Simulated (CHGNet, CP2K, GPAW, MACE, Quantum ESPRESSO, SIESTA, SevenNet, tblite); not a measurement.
## Finding the fault: GPAW, ZnTeH4N2 (P2_1) (96 atoms)

Program: GPAW 26.7.0, a calculation on a cell of 12 Zn, 12 Te, 48 H and 24 N, 13.1 Å³ an atom.

run.py

```python
import numpy as np
from ase.io import read
from gpaw import GPAW, FermiDirac

atoms = read("structure.xyz")
atoms.calc = GPAW(
    mode="lcao",
    basis="tzp",
    h=0.18,
    xc="PBE",
    kpts={"size": (1, 1, 1), "gamma": True},
    occupations=FermiDirac(0.05),
    maxiter=60,
    symmetry={"point_group": False},
    txt="gpaw.txt",
)
energy = atoms.get_potential_energy(force_consistent=True)
forces = atoms.get_forces()
print(f"energy {energy:.6f} eV")
print("forces (eV/A)")
for i, (a, f) in enumerate(zip(atoms, forces)):
    print(f"{i:4d} {a.symbol:2s} {f[0]:10.5f} {f[1]:10.5f} {f[2]:10.5f}")
print(f"Fermi level {atoms.calc.get_fermi_level():.4f} eV")
for k in range(len(atoms.calc.get_ibz_k_points())):
    for s in range(atoms.calc.get_number_of_spins()):
        e = atoms.calc.get_eigenvalues(kpt=k, spin=s)
        n = np.searchsorted(e, atoms.calc.get_fermi_level())
        print(f"k {k} spin {s} levels about the Fermi level:", np.round(e[max(n - 6, 0):n], 4).tolist(), "|", np.round(e[n:n + 6], 4).tolist())
```

structure.xyz

```xyz
96
Lattice="12.66660 0.00000 0.00000 0.00000 13.81140 0.00000 -1.13339 0.00000 7.21462" Properties=species:S:1:pos:R:3 pbc="T T T"
Zn 2.67375 6.56428 3.98175
Zn 0.48248 3.12580 3.24449
Te 2.57212 2.26134 4.52631
Te 0.49576 5.73670 2.71003
H 2.50007 4.73551 5.82508
H 0.59663 1.30573 1.38982
H -0.74998 5.97633 6.36402
H 3.85231 2.52293 0.83762
H 1.51175 0.34625 6.59719
H 1.58892 3.82175 0.59730
[... 82 atom lines left out ...]
N 11.04263 12.68342 5.90358
N 8.98608 9.26441 1.30448
N 9.97864 13.15757 6.74856
N 10.01990 9.67323 0.51851
```

Launch:

```sh
OMP_NUM_THREADS=1 python run.py > output.txt
```

The log of the run:

```text
FileNotFoundError: Could not find required basis set file "Zn.tzp.basis".
You need to set the GPAW_SETUP_PATH environment variable to point to
the directories where PAW dataset and basis files are stored.  See
for details.
```

gpaw.txt:

```text
Input parameters:
  mode=LCAO(),
  basis={'default': 'tzp'},
  h=0.18,
  kpts=MonkhorstPack(size=(1, 1, 1), gamma=True),
  maxiter=60,
  occupations=Occupations(name='fermi-dirac', width=0.05, fixmagmom=False),
  symmetry=Symmetry(point_group=False),
  xc=XC(name='PBE')
timing:  # [seconds]
  Total: 0.032  # ━━━━━━━━━━━━━━━━━━━━━━━━━━━━━━━━━━━━━━━━━━━━━━━━━━━━━━━━━━━
  Init:  0.008  # ━━━━━━━━━━━━━━━
```

Run time: 1.3 s. Hardware: 1 thread of Arm Neoverse V2, shared host; peak memory 0.1 GiB.

Banners, paths, timers and routine set-up lines are dropped from the logs unmarked, and long logs keep their key lines alone; longer cuts are marked.

**Question.** Which part of the input is at fault, and how is it mended?

A basis that isn't there: basis tzp. The sound run has basis dzp.

The program stopped at the start.

[Also dropped from logs without a mark: logging warnings of Python, and SIESTA's first energy breakdown and zero terms.]

[Logs are printed without paths, hosts, clocks, repeated set-up lines and the standing remarks that a program may print on its own settings, such as how far it seeks lower states.]

[Hosts, paths, dates, database ids (printed as entryN), source tags and the programs' standing remarks are cut or masked in the printed files.]
